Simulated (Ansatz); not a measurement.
An input for Ansatz 0.2.0 (BaSrYBiO6 (I-4m2)):

```yaml
crystal:
  lattice:
    - [0.0, 4.1552222976, 4.32835656]
    - [4.1552222976, 0.0, 4.32835656]
    - [4.1552222976, 4.1552222976, 0.0]
  atoms:
    - { symbol: Ba, position: [0.25, 0.25, 0.25] }
    - { symbol: Sr, position: [0.75, 0.75, 0.75] }
    - { symbol: "Y", position: [0.5, 0.5, 0.5] }
    - { symbol: Bi, position: [0.0, 0.0, 0.0] }
    - { symbol: O, position: [0.7552011455, 0.2447988545, 0.2447988545] }
    - { symbol: O, position: [0.2447988545, 0.7552011455, 0.7552011455] }
    - { symbol: O, position: [0.7560820546, 0.7560820546, 0.2439179454] }
    - { symbol: O, position: [0.2439179454, 0.2439179454, 0.7560820546] }
    - { symbol: O, position: [0.2447988545, 0.7552011455, 0.2447988545] }
    - { symbol: O, position: [0.7552011455, 0.2447988545, 0.7552011455] }
kpoints:
  mp_grid: { grid: [4, 4, 4] }
  band_path:
    path:
      - [0.0, 0.0, 0.0]
      - [-0.5, -0.5, 0.0]
      - [-0.375, -0.375, 0.25]
      - [-0.375, 0.0, 0.375]
      - [0.0, 0.0, 0.5]
      - [-0.5, -0.25, 0.25]
    npoints: 1
hamiltonian:
  xc: hse06
  pseudopotentials: { kind: paw, azcp: { folder: soft_1 } }
scf:
  occupations: { method: fixed }
  n_extra_bands: 7
output:
  eigenvalues: true
```

```sh
ansatz run input.yaml --threads 2 --pin off --max-ram 92160MiB --backend cuda --events-out ev --progress --plain --runs-dir out --devices 1 --max-vram 13GiB
```

**Question.** Estimate wall time and host memory on 1 × NVIDIA H100 80GB HBM3 (shared by 6 runs) with 2 threads of AMD EPYC 7R13 (Zen 3), shared host.

It took 39 s; on shared hardware allow 20 s to 78 s. Peak host memory was 1.5 GiB. The sizes that set the cost: 2863 plane waves a state, 13 irreducible k points and 17 SCF cycles.

Exact exchange couples every pair of k points and filled bands, so it costs far more than a semilocal run.

[Paths, hosts, dates, memory and timing lines, banners, echoed tables and standing remarks are left out of the program output.]

[Logs are printed without paths, hosts, clocks, repeated set-up lines and the standing remarks that a program may print on its own settings, such as how far it seeks lower states.]

[Runs of the session that timed out or met a known fault of the program may be left out.]

[Cells called generated may have been cut or substituted from an entry of the Crystallography Open Database or the Materials Project.]

[Hosts, paths, dates, database ids (printed as entryN), source tags and the programs' standing remarks are cut or masked in the printed files.]
